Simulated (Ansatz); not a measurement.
# Trilayer T-MgI2 in a field along the normal: induced dipole (PBEsol)

A gate puts a field across trilayer T-MgI2. How large is the induced dipole, and what happens to the gap?

All values are computed: Ansatz 0.2.0, PBEsol, plane waves, no spin–orbit coupling; sawtooth field with a dipole correction, atoms held at their zero-field places, cell area 14.84 Å². The field is the one in the vacuum. Energy changes count from the zero-field run.

| field (V/Å) | dipole (e·Å) | energy change (meV) | gap on the path (eV) |
| --- | --- | --- | --- |
| 0.05 | 0.063 | -1.6 | 3.42 |
| 0.1 | 0.125 | -6.3 | 3.33 |
| 0.2 | ? | ? | ? |
| 0.3 | 0.376 | -56.4 | 2.76 |
| 0.4 | 0.502 | -100.4 | 2.46 |

**Fit.** A least-squares line through the shown values, as rounded, is dipole = 0.001 + 1.25 × field (V/Å); it misses them by 0.001 e·Å at most. The fit misses the rows by 0.001 e·Å on average, and their plain mean by 0.172 e·Å, so the fit does better. The slope is the electronic polarisability of the cell, α = 1.25 e·Å²/V. It also sets the energy, −αF²/2 for a sheet without a dipole of its own: -100.0 meV at 0.4 V/Å. From the weakest to the strongest field the gap on the path changes by -0.96 eV, since the field shifts the levels of one sheet against the other.

**The withheld row.** The prediction is 0.001 + 1.25 × (0.2) = 0.251 e·Å. The run gave dipole 0.251 e·Å, energy change -25.1 meV, gap on the path 3.07 eV. The miss in dipole is +0.000 e·Å, within the scatter of the fitted rows. The mean of the shown rows would have missed by -0.016 e·Å.

Ions don't move, so the lattice part of the screening is missing; semilocal functionals overestimate polarisabilities somewhat.
